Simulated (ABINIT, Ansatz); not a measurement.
# KNa3H4 (Pm-3m): G0W0 with ABINIT, start to end

Aim: the G0W0 gap of KNa3H4 (Pm-3m) on LDA, step by step.

Main program and level: ABINIT 10.8.3; LDA and many-body steps on it, plane waves.

**1. Set-up**

The structure is cubic, space group Pm-3m (No. 221). The conventional cell has a = 5.119 Å, b = 5.119 Å, c = 5.119 Å, α = 90.00°, β = 90.00°, γ = 90.00°. Nearest to K lie 6 H at 2.56 Å. Nearest to Na lie 6 H at 2.56 Å. Nearest to H lie 6 Na at 2.56 Å. Nearest to H lie 4 Na at 2.56 Å and 2 K at 2.56 Å. Farther neighbours are not listed.

The cell and positions are those that the Materials Project relaxed with its own functionals (PBE, PBE+U or r2SCAN), kept fixed.

**2. Ground state**

This step: ABINIT 10.8.3; DFT, LDA, plane waves, norm-conserving pseudopotentials.

The ground-state density comes first.

run.abi reads:

```
acell 3*1.0 Angstrom
rprim 
  5.118641000000 0.000000000000 0.000000000000
  0.000000000000 5.118641000000 0.000000000000
  0.000000000000 0.000000000000 5.118641000000
ntypat 3
znucl 19 11 1
natom 8
typat 1 2 2 2 3 3 3 3
xred 
  0.500000000000 0.500000000000 0.500000000000
  -0.000000000000 -0.000000000000 0.500000000000
  -0.000000000000 0.500000000000 -0.000000000000
  0.500000000000 -0.000000000000 -0.000000000000
  -0.000000000000 -0.000000000000 -0.000000000000
  0.500000000000 0.500000000000 -0.000000000000
  0.500000000000 -0.000000000000 0.500000000000
  -0.000000000000 0.500000000000 0.500000000000
pp_dirpath "pseudos"
pseudos "K.upf, Na.upf, H.upf"
ecut 38
ngkpt 4 4 4
nshiftk 1
shiftk 0 0 0
kptopt 1
chksymbreak 0
nband 28
occopt 1
tolvrs 1e-10
nstep 60
prtwf 0
optforces 0
optstress 0
indata_prefix "in"
outdata_prefix "out"
tmpdata_prefix "tmp"
```

On the command line:

```console
OMP_NUM_THREADS=1 mpirun -n 4 abinit run.abi > log
```

Numbers of over 12 decimals in the logs are rounded to 6 here.

The program printed:

```text
.Version 10.8.3 of ABINIT. v10.8.2 released Aug 2026.

 Symmetries : space group Pm -3 m (#221); Bravais cP (primitive cubic)
================================================================================
 Values of the parameters that define the memory need of the present run
     intxc =       0    ionmov =       0      iscf =       7    lmnmax =       6
     lnmax =       6     mgfft =      54  mpssoang =       3    mqgrid =    3001
     natom =       8  nloc_mem =       1    nspden =       1   nspinor =       1
    nsppol =       1      nsym =      48    n1xccc =    2501    ntypat =       3
    occopt =       1   xclevel =       1
-    mband =          28        mffmem =           1         mkmem =           3
       mpw =       10135          nfft =      157464          nkpt =          10
================================================================================
  Rough estimation (10% accuracy) of disk space for files :
================================================================================

--------------------------------------------------------------------------------
------------- Echo of variables that govern the present computation ------------
--------------------------------------------------------------------------------
 -outvars: echo values of preprocessed input variables --------
            acell      1.8897261259E+00  1.8897261259E+00  1.8897261259E+00 Bohr

      chksymbreak           0
             ecut      3.80000000E+01 Hartree
-          fftalg         312

              ixc       -1012
              kpt      0.00000000E+00  0.00000000E+00  0.00000000E+00
                       2.50000000E-01  0.00000000E+00  0.00000000E+00
                       5.00000000E-01  0.00000000E+00  0.00000000E+00
                       2.50000000E-01  2.50000000E-01  0.00000000E+00
                       5.00000000E-01  2.50000000E-01  0.00000000E+00
                       5.00000000E-01  5.00000000E-01  0.00000000E+00
                       2.50000000E-01  2.50000000E-01  2.50000000E-01
                       5.00000000E-01  2.50000000E-01  2.50000000E-01
                       5.00000000E-01  5.00000000E-01  2.50000000E-01
                       5.00000000E-01  5.00000000E-01  5.00000000E-01
         kptrlatt        4    0    0      0    4    0      0    0    4
          kptrlen      3.86913185E+01
P           mkmem           3
            natom           8
            nband          28
            ngfft          54      54      54
             nkpt          10
            nstep          60
             nsym          48
           ntypat           3
              occ      2.000000  2.000000  2.000000  2.000000  2.000000  2.000000
                       2.000000  2.000000  2.000000  2.000000  2.000000  2.000000
                       2.000000  2.000000  2.000000  2.000000  2.000000  2.000000
                       2.000000  2.000000  0.000000  0.000000  0.000000  0.000000
                       0.000000  0.000000  0.000000  0.000000
        optforces           0
        optstress           0
            prtwf           0
            rprim      5.1186410000E+00  0.0000000000E+00  0.0000000000E+00
                       0.0000000000E+00  5.1186410000E+00  0.0000000000E+00
[...]
spgroup         221

           tolvrs      1.00000000E-10

             xred      5.0000000000E-01  5.0000000000E-01  5.0000000000E-01
[...]
znucl       19.00000   11.00000    1.00000

================================================================================

 chkinp: Checking input parameters for consistency.

================================================================================
== DATASET  1 ==================================================================
-   mpi_nproc: 4, omp_nthreads: 1 (-1 if OMP is not activated)

--- !DatasetInfo
iteration_state: {dtset: 1, }
dimensions: {natom: 8, nkpt: 10, mband: 28, nsppol: 1, nspinor: 1, nspden: 1, mpw: 10135, }
cutoff_energies: {ecut:  38.0, pawecutdg:  -1.0, }
electrons: {nelect:   4.00000000E+01, charge:   0.00000000E+00, occopt:   1.00000000E+00, tsmear:   1.00000000E-02, }

 Real(R)+Recip(G) space primitive vectors, cartesian coordinates (Bohr,Bohr^-1):
 R(1)=  9.6728296  0.0000000  0.0000000  G(1)=  0.1033824  0.0000000  0.0000000
 R(2)=  0.0000000  9.6728296  0.0000000  G(2)=  0.0000000  0.1033824  0.0000000
 R(3)=  0.0000000  0.0000000  9.6728296  G(3)=  0.0000000  0.0000000  0.1033824
 Unit cell volume ucvol=  9.0502508E+02 bohr^3
 Angles (23,13,12)=  9.00000000E+01  9.00000000E+01  9.00000000E+01 degrees

 getcut: wavevector=  0.0000  0.0000  0.0000  ngfft=  54  54  54
         ecut(hartree)=     38.000   => boxcut(ratio)=   2.01179

--- Pseudopotential description ------------------------------------------------
- K Generated using ONCVPSP code by D. R. Hamann
- 19.00000   9.00000  180309                  znucl, zion, pspdat
12 -1012 2 -1 2170                            pspcod,pspxc,lmax,lloc,mmax
     nproj     2     2     2
  pspatm : epsatm=    8.21740868
         --- l  ekb(1:nproj) -->
[...]
pspatm: atomic psp has been read  and splines computed

- Na Generated using ONCVPSP code by D. R. Hamann
- 11.00000   9.00000  180309                  znucl, zion, pspdat
12 -1012 1 -1 1968                            pspcod,pspxc,lmax,lloc,mmax
     nproj     2     2     0
  pspatm : epsatm=    9.37365322
         --- l  ekb(1:nproj) -->
[...]
pspatm: atomic psp has been read  and splines computed

- H Generated using ONCVPSP code by D. R. Hamann
-  1.00000   1.00000  180309                  znucl, zion, pspdat
12 -1012 1 -1 1180                            pspcod,pspxc,lmax,lloc,mmax
     nproj     2     1     0
  pspatm : epsatm=    0.35439867
         --- l  ekb(1:nproj) -->
[...]
1   -0.275071
 pspatm: atomic psp has been read  and splines computed

   1.51023852E+03                                ecore*ucvol(ha*bohr**3)
--------------------------------------------------------------------------------

_setup2: Arith. and geom. avg. npw (full set) are   10114.047   10114.037

================================================================================

--- !BeginCycle
iteration_state: {dtset: 1, }
solver: {iscf: 7, nstep: 60, nline: 4, wfoptalg: 0, }
tolerances: {tolvrs: 1.00E-10, }

     iter   Etot(hartree)      deltaE(h)  residm     vres2
 ETOT  1  -168.86524316372    -1.689E+02 4.218E-01 2.164E+02
 ETOT  2  -169.10768829986    -2.424E-01 6.482E-03 8.685E+00
 ETOT  3  -169.10988270789    -2.194E-03 3.706E-03 1.223E+00
 ETOT  4  -169.11016087992    -2.782E-04 1.328E-03 4.709E-01
 ETOT  5  -169.11018339940    -2.252E-05 2.451E-04 3.421E-02
 ETOT  6  -169.11018591317    -2.514E-06 3.538E-04 1.538E-03
 ETOT  7  -169.11018609904    -1.859E-07 6.584E-05 1.871E-05
 ETOT  8  -169.11018610019    -1.147E-09 1.047E-04 1.905E-06
 ETOT  9  -169.11018610037    -1.853E-10 2.876E-05 6.795E-08
 ETOT 10  -169.11018610038    -9.777E-12 3.280E-05 1.615E-09
 ETOT 11  -169.11018610038    -7.958E-13 1.645E-05 2.664E-11

 At SCF step   11       vres2   =  2.66E-11 < tolvrs=  1.00E-10 =>converged.

--- !ResultsGS
iteration_state: {dtset: 1, }
comment   : Summary of ground state results
lattice_vectors:
- [  9.6728296,   0.0000000,   0.0000000, ]
- [  0.0000000,   9.6728296,   0.0000000, ]
- [  0.0000000,   0.0000000,   9.6728296, ]
lattice_lengths: [   9.67283,    9.67283,    9.67283, ]
lattice_angles: [ 90.000,  90.000,  90.000, ] # degrees, (23, 13, 12)
lattice_volume:   9.0502508E+02
convergence: {deltae: -7.958E-13, res2:  2.664E-11, residm:  1.645E-05, diffor:  0.000E+00, }
etotal    :  -1.69110186E+02
entropy   :   0.00000000E+00
fermie    :  -8.57366857E-03
cartesian_stress_tensor: null
pressure_GPa: null
xred      :
- [  5.0000E-01,   5.0000E-01,   5.0000E-01,  K]
- [  0.0000E+00,   0.0000E+00,   5.0000E-01, Na]
- [  0.0000E+00,   5.0000E-01,   0.0000E+00, Na]
- [  5.0000E-01,   0.0000E+00,   0.0000E+00, Na]
- [ -0.0000E+00,  -0.0000E+00,  -0.0000E+00,  H]
- [  5.0000E-01,   5.0000E-01,   0.0000E+00,  H]
- [  5.0000E-01,   0.0000E+00,   5.0000E-01,  H]
- [  0.0000E+00,   5.0000E-01,   5.0000E-01,  H]
cartesian_forces: null
force_length_stats: {min: null, max: null, mean: null, }

 Integrated electronic density in atomic spheres:
 ------------------------------------------------
 Atom  Sphere_radius  Integrated_density
[...]
================================================================================

 ----iterations are completed or convergence reached----

 Mean square residual over all n,k,spin=   20.250E-08; max=  16.454E-06
 reduced coordinates (array xred) for    8 atoms
[...]
0.500000000000      0.000000000000      0.000000000000
      -0.000000000000     -0.000000000000     -0.000000000000
       0.500000000000      0.500000000000      0.000000000000
       0.500000000000      0.000000000000      0.500000000000
       0.000000000000      0.500000000000      0.500000000000
 rms dE/dt=  0.0000E+00; max dE/dt=  0.0000E+00; dE/dt below (all hartree)
    1       0.000000000000      0.000000000000      0.000000000000
    2       0.000000000000      0.000000000000      0.000000000000
    3       0.000000000000      0.000000000000      0.000000000000
    4       0.000000000000      0.000000000000      0.000000000000
    5       0.000000000000      0.000000000000      0.000000000000
    6       0.000000000000      0.000000000000      0.000000000000
    7       0.000000000000      0.000000000000      0.000000000000
    8       0.000000000000      0.000000000000      0.000000000000

 cartesian coordinates (angstrom) at end:
    1      2.559321     2.559321     2.559321
[...]
5     -0.000000    -0.000000    -0.000000
    6      2.559321     2.559321     0.000000
    7      2.559321     0.000000     2.559321
    8      0.000000     2.559321     2.559321
 length scales=  1.889726125908  1.889726125908  1.889726125908 bohr
              =  1.000000000000  1.000000000000  1.000000000000 angstroms
 prteigrs : about to open file out_EIG
 Fermi (or HOMO) energy (hartree) =  -0.00857   Average Vxc (hartree)=  -0.29106
 Eigenvalues (hartree) for nkpt=  10  k points:
 kpt#   1, nband= 28, wtk=  0.01563, kpt=  0.0000  0.0000  0.0000 (reduced coord)
  -1.85648   -1.85636   -1.85636   -1.04505   -0.84659   -0.84659   -0.84659   -0.84582
  -0.84582   -0.84582   -0.84535   -0.84535   -0.84535   -0.44828   -0.44828   -0.44828
  -0.13033   -0.03157   -0.03157   -0.01749    0.14771    0.14771    0.14771    0.25398
   0.25398    0.25398    0.31374    0.32074
 prteigrs : prtvol=0 or 1, do not print more k-points.

--- !EnergyTerms
iteration_state     : {dtset: 1, }
comment             : Components of total free energy in Hartree
kinetic             :  9.55392236388923E+01
hartree             :  6.38031692597776E+01
xc                  : -2.75573573464125E+01
Ewald energy        : -8.17907266570354E+01
psp_core            :  1.66872559762660E+00
local_psp           : -1.80174698503000E+02
non_local_psp       : -4.05985220902325E+01
total_energy        : -1.69110186100384E+02
total_energy_eV     : -4.60172259210729E+03
band_energy         : -3.15376857742757E+01

== END DATASET(S) ==============================================================
================================================================================

 -outvars: echo values of variables after computation  --------
           etotal     -1.6911018610E+02
            nband          28
             nkpt          10
          spgroup         221
 [... the other variables as echoed above ...]

 Calculation completed.
```

Run time: 34 s. Hardware: 4 MPI ranks of Arm Neoverse V1, shared host; peak memory 0.4 GiB.

This step gave:

* total energy: -4601.7226 eV
* gap: 2.594 eV
* k of the valence top: 0.5, 0, 0
* k of the conduction bottom: 0.5, 0.5, 0.5
* least direct gap: 3.160 eV

The gap is indirect, with the least direct gap 0.57 eV higher.

(Part 1 of 3 ends here.)

[Paths, hosts, dates, memory and timing lines, banners, echoed tables and standing remarks are left out of the program output.]

[Logs are printed without paths, hosts, clocks, repeated set-up lines and the standing remarks that a program may print on its own settings, such as how far it seeks lower states.]

[Runs of the session that timed out or met a known fault of the program may be left out.]

[Hosts, paths, dates, database ids (printed as entryN), source tags and the programs' standing remarks are cut or masked in the printed files.]

[G0W0 gaps are taken among the corrected bands and points alone; a level outside them can change the order at an edge.]

[Where Ansatz stands beside ABINIT at settings called matched, ABINIT's density can come from a denser mesh and the files from another edition; pairs whose starting gaps differed by over 0.03 eV were left out, so agreement reads better than it is.]
